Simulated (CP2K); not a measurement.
Two runs for the N K edge of azomethane. Run A: CP2K XAS_TDP, all-electron GAPW, PBEh(45%), aug-cc-pVDZ, TDA, no relativity. Run B differs in one setting.

First lines with a strength over 0.0015. A:

| atom | energy (eV) | states | strength, one atom |
| --- | --- | --- | --- |
| N2 (bonded to C and N), 2 alike | 394.45 | 1 | 0.0586 |
|  | 400.34 | 1 | 0.0037 |
|  | 400.82 | 1 | 0.0076 |
|  | 401.44 | 1 | 0.0098 |
|  | 402.31 | 1 | 0.0080 |

B:

| atom | energy (eV) | states | strength, one atom |
| --- | --- | --- | --- |
| N2 (bonded to C and N), 2 alike | 399.85 | 1 | 0.0578 |
|  | 405.73 | 1 | 0.0037 |
|  | 406.21 | 1 | 0.0075 |
|  | 406.84 | 1 | 0.0096 |
|  | 407.71 | 1 | 0.0079 |

Q: Which was it: the functional, GW2X switched on, the basis, scalar relativity switched on?

GW2X switched on. GW2X shifts an atom's lines together and keeps their spacings. Against PBEh(45%) in aug-cc-pVDZ, the leading line moves by +5.40 eV, to 399.85 eV.

[Hosts, paths, dates, database ids (printed as entryN), source tags and the programs' standing remarks are cut or masked in the printed files.]
